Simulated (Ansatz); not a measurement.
# YHg (Pm-3m): Grüneisen parameters, part 2 of 2

Wanted: mode Grüneisen parameters of YHg (Pm-3m).

Ansatz 0.2.0; DFT PBEsol, scalar-relativistic, plane waves, PAW; PAW set soft_1.

So far, highest frequency on the path or at a solved wavevector (cm⁻¹): step 2 (the dispersion) 154; step 4 (volume ratio 0.97) 162.

### 5. Relaxing at another volume, volume ratio 1.03

The volume is scaled by 1.03 and held; symmetry leaves nothing to relax, so this is a single point. The modes can then be followed against volume.

input.yaml

```yaml
crystal:
  lattice:
    - [3.7021617795, 0.0, 0.0]
    - [0.0, 3.7021617795, 0.0]
    - [0.0, 0.0, 3.7021617795]
  atoms:
    - { symbol: "Y", position: [0.5, 0.5, 0.5] }
    - { symbol: Hg, position: [0.0, 0.0, 0.0] }
kpoints:
  mp_grid: { grid: [12, 12, 12] }
hamiltonian:
  xc: pbesol
  pseudopotentials: { kind: paw, azcp: { folder: soft_1 }, xc_functional: pbe }
scf:
  occupations: { method: methfessel_paxton, width: 0.2 }
output:
  forces: true
  stress: true
  eigenvalues: true
```

On the command line:

```
ansatz run input.yaml --threads 4 --pin off --max-ram 10240MiB --backend cpu --events-out ev --progress --plain --runs-dir out
```

Numbers of over 12 decimals in the logs are rounded to 6 here.

What it wrote:

```text
[...]
Crystal: 2 atoms, lattice volume = 50.742 Å³
Basis set: ecut = 420 eV, 1021 PW (Γ), exchange–correlation on 50×50×50 points (8 copies of the dense FFT grid, shifted against one another)
Bands: 20, of which v1, the nominal top of the filled ones, is band 16 counted from 1 (15 counted from 0)
Symmetry: 48 space group operations
[...]
k-points: 84 of 1728
[...]
--- Band table (eV; the first three rows and the last of 84) ---
  k-point 0: bands = [... 12 lower, 6.3926, 6.3926, 13.7507, 13.7507, 17.2456, 17.2456, 17.2456, 17.8745]
  k-point 1: bands = [... 12 lower, 6.3850, 6.3966, 13.7163, 13.7356, 16.6488, 16.6488, 17.2286, 17.3914]
  k-point 2: bands = [... 12 lower, 6.3643, 6.4078, 13.4573, 13.6936, 15.9314, 15.9314, 16.7318, 17.1823]
  k-point 83: bands = [... 12 lower, 6.8016, 11.5507, 11.5507, 11.5507, 11.5642, 18.3042, 18.3042, 18.7793]
[key lines of the parts left out:]
SCF converged after 7 iterations
Free energy (F): -17466.279493 eV
Fermi energy:    13.504189 eV
P = ⅓ Tr σ = -2.0576 GPa (-20.576 kbar)
```

Wall time 1.4 s (4 threads of Arm Neoverse V1, shared host); peak memory 0.38 GiB.

This step gave:

* pressure: -2.058 GPa
* volume per atom: 25.37 Å³

The run ends at a pressure of -2.06 GPa.

### 6. Phonons at the other volume, volume ratio 1.03

The phonons are repeated at this volume on the same k and q meshes.

input.yaml, as its differences from that of step 5:

```diff
@@ -16,4 +16,11 @@
 output:
-  forces: true
-  stress: true
   eigenvalues: true
+phonons:
+  method: dfpt
+  qmesh: [4, 4, 4]
+  temperatures: { t_max: 1000, t_step: 50 }
+  qpath:
+    path:
+      - [[0.0, 0.0, 0.0], [0.0, 0.5, 0.0], [0.5, 0.5, 0.0], [0.0, 0.0, 0.0], [0.5, 0.5, 0.5], [0.0, 0.5, 0.0]]
+      - [[0.5, 0.5, 0.5], [0.5, 0.5, 0.0]]
+    npoints: 10
```

What it wrote:

```text
[...]
Crystal: 2 atoms, lattice volume = 50.742 Å³
Basis set: ecut = 420 eV, 1021 PW (Γ), exchange–correlation on 50×50×50 points (8 copies of the dense FFT grid, shifted against one another)
Bands: 20, of which v1, the nominal top of the filled ones, is band 16 counted from 1 (15 counted from 0)
Symmetry: 48 space group operations
k-points: 84 of 1728
[...]
k-point 83: bands = [... 12 lower, 6.8016, 11.5507, 11.5507, 11.5507, 11.5642, 18.3040, 18.3040, 18.7793]
[...]
ASR residual: 5.464e-5 → 0.000e0 eV/Å²; symmetrization residual: 5.197e-6 eV/Å²
  ASR residual per site (eV/Å²): 4.39e-6 5.46e-5
  Γ frequencies (cm⁻¹): 0.00 0.00 0.00 93.75 93.75 93.75
--- Phonons (arbitrary-q DFPT): 10 irreducible q on the 4×4×4 mesh ---
[...]
interpolated dispersion: 62 rows × 6 modes
[...]
[key lines of the parts left out:]
SCF converged after 10 iterations
Free energy (F): -17466.279493 eV
Fermi energy:    13.504137 eV
```

The job ended after 7.8 min (4 threads; peak memory 2.3 GiB).

This step gave:

```yaml
sum_rule_residual_before_enforcement: 5.46e-5 eV/Å²
highest_frequency_on_the_path_or_at_a_solved_wavevector: 146.4 cm⁻¹
mean_frequency: 78.9 cm⁻¹
debye_temperature_second_moment: 162 K
logarithmic_mean_frequency: 69.6 cm⁻¹
highest_optical_mode_at_the_zone_centre_no_lo_to_term: 93.75 cm⁻¹
lowest_optical_zone_centre_mode: 93.75 cm⁻¹
lowest_mode_on_the_q_mesh_acoustic_modes_at_gamma_apart: 27.96 cm⁻¹
zero_point_energy_per_atom: 14.67 meV
heat_capacity_at_300_k: 24.58 J/(mol atoms K)
vibrational_entropy_at_300_k: 52.48 J/(mol atoms K)
```

The highest optical mode at the zone centre (no LO-TO term) is 93.8 cm⁻¹, -8.4 cm⁻¹ against the base run.

### 7. Grüneisen parameters

The Grüneisen parameter of a mode is minus the logarithmic change of its frequency with volume, −d ln ω / d ln V; weighted by heat capacity it gives the expansion.

Numbers from this step:

* bulk modulus: 74.3 GPa

Phonon branches along the path, in cm⁻¹:

```tsv
point	branch 1	branch 2	branch 3	branch 4	branch 5	branch 6
Γ	0	0	0	102	102	102
halfway	39	39	56	97	97	126
X	58	58	63	96	96	154
halfway	42	49	56	80	126	148
M	27	27	56	60	151	151
halfway	32	47	62	90	126	128
Γ	0	0	0	102	102	102
halfway	48	48	53	119	124	124
R	55	55	55	139	139	139
halfway	27	49	60	119	121	145
X	58	58	63	96	96	154
jump to R	55	55	55	139	139	139
halfway	42	42	60	111	142	142
M	27	27	56	60	151	151
```

The same for volume x 0.97:

```tsv
point	branch 1	branch 2	branch 3	branch 4	branch 5	branch 6
Γ	0	0	0	111	111	111
X	62	62	67	102	102	162
M	22	22	60	68	160	160
Γ	0	0	0	111	111	111
R	59	59	59	147	147	147
X	62	62	67	102	102	162
R	59	59	59	147	147	147
M	22	22	60	68	160	160
```

The same for volume x 1.03:

```tsv
point	branch 1	branch 2	branch 3	branch 4	branch 5	branch 6
Γ	0	0	0	94	94	94
X	53	53	59	90	90	146
M	30	30	51	52	143	143
Γ	0	0	0	94	94	94
R	51	51	51	130	130	130
X	53	53	59	90	90	146
R	51	51	51	130	130	130
M	30	30	51	52	143	143
```

The first set of phonon branches as a text plot (rows in cm⁻¹):

```
    159 |
    152 |      ***** ****                              ***     **
    145 |     *     * *  *                         ****      **
    138 |            *    *                 *******       ***
    132 |    *      *      **            ****    **        *
    125 |   *                *          ***        *
    118 |          *          *        **           *       *
    111 |  *      *            *     ***             *       *
    105 |**                    ********               **
     98 | ********             **                      ***
     91 |         *          **
     84 |          *       **                                 *
     78 |           *     *
     71 |            *   *                                     *
     64 |     ****    * *    **                          *      *
     57 |   ** *********** **  *     ***    *********************
     51 |     *   **      ***       *   ******  ********   *
     44 |    *      *        *  *      * ***      *         **
     37 |  **       **   *    *      **               *
     30 | *          ** ********   *               * *        ***
     24 |  *           **      ***  *               *
     17 |**                     *
     10 |*                       * *
      3 |                        **
         Γ      X      M          Γ            R        X|R     M
```

Mode Grueneisen parameter -dln(w)/dln(V), modes matched by rank; at Γ the acoustic branches take the value of a neighbouring point of the path. The mode Grüneisen parameters at the labelled points ():

```tsv
point	branch 1	branch 2	branch 3	branch 4	branch 5	branch 6
Γ	1.05	1.05	1.50	2.82	2.82	2.82
halfway	1.84	1.84	1.86	2.53	2.53	1.94
X	2.64	2.64	2.01	2.08	2.08	1.69
halfway	0.32	1.56	2.69	2.66	2.04	1.80
M	-5.08	-5.08	2.67	4.29	1.82	1.82
halfway	-0.41	2.32	2.13	2.63	1.78	2.15
Γ	-2.05	1.19	1.72	2.82	2.82	2.82
halfway	1.62	1.62	1.67	1.97	2.09	2.09
R	2.46	2.46	2.46	2.08	2.08	2.08
halfway	-2.02	1.54	2.43	2.17	1.94	1.86
X	2.64	2.64	2.01	2.08	2.08	1.69
jump to R	2.46	2.46	2.46	2.08	2.08	2.08
halfway	0.95	0.95	2.35	1.99	1.97	1.97
M	-5.08	-5.08	2.67	4.29	1.82	1.82
```

The mode Grüneisen parameters as a text plot (rows in , shown from -4.8 to 3.9 only):

```
   3.70 |             *                                         *
   3.34 |            *   *
   2.98 |*          *     *       *                            *
   2.62 |****  ******************* **         **     *****    ***
   2.26 |  * *** ***         ***    *****   **  ********* ****
   1.90 |   ******************* *  * ****************************
   1.54 |***   ****            * **     *         ***   **  *
   1.18 |**               *     ***    * ***           *
   0.82 |          **                **                      *
   0.46 |                           *                 *
   0.10 |                          *               *
  -0.26 |            *   *   **
  -0.62 |           *          *
  -0.98 |                  **
  -1.34 |                       *                    *        *
  -1.70 |             *   *
  -2.06 |            *           **                 *
  -2.42 |
  -2.78 |               *                                      *
  -3.14 |                *
  -3.50 |             *
  -3.86 |
  -4.22 |
  -4.58 |               *                                       *
         Γ      X      M          Γ            R        X|R     M
```

(dS/dlnV)/C_V. Thermodynamic Grueneisen parameter against temperature:

```tsv
temperature (K)	thermodynamic Grueneisen parameter
50	1.55
100	1.67
150	1.70
200	1.71
250	1.71
300	1.71
350	1.71
400	1.71
450	1.72
500	1.72
550	1.72
600	1.72
650	1.72
700	1.72
750	1.72
800	1.72
850	1.72
900	1.72
950	1.72
1000	1.72
```

Gamma C_V/(B V) at the static volume. Table of volume expansion by temperature:

```tsv
temperature (K)	volume expansion (1e-6/K)
50	22.2
100	33
150	36.1
200	37.2
250	37.8
300	38.1
350	38.3
400	38.4
450	38.5
500	38.6
550	38.6
600	38.7
650	38.7
700	38.7
750	38.7
800	38.8
850	38.8
900	38.8
950	38.8
1000	38.8
```

### 8. Results

- bulk modulus: 74.3 GPa
- thermodynamic Grüneisen parameter at 300 K: 1.712
- volume expansion at 300 K, estimated: 38.11 × 10⁻⁶ K⁻¹

What this shows: By this estimate the volume grows by 38.1 × 10⁻⁶ per kelvin at 300 K. The highest optical mode at Γ goes from 111 to 94 cm⁻¹ as the cell grows, a Grüneisen parameter of 2.82. Mode parameters on the path run from -5.1 to 4.3, with a median of 2.0. Modes with negative values stiffen as the cell grows and pull against the expansion. Branches are matched by rank, so values near crossings are rough. The expansion is the Grüneisen estimate at the static volume, with the static bulk modulus. With no gap, or one that is small against the smearing, the frequencies hang on the k mesh and the smearing, most of all near Kohn anomalies. The phonon runs are without spin polarisation, although the cell has an odd electron count. Spin-orbit coupling is left out, which can matter for the heavy elements here. The PAW files were made for PBE and serve the other functionals too.

[Logs are printed without paths, hosts, clocks, repeated set-up lines and the standing remarks that a program may print on its own settings, such as how far it seeks lower states.]

[Hosts, paths, dates, database ids (printed as entryN), source tags and the programs' standing remarks are cut or masked in the printed files.]
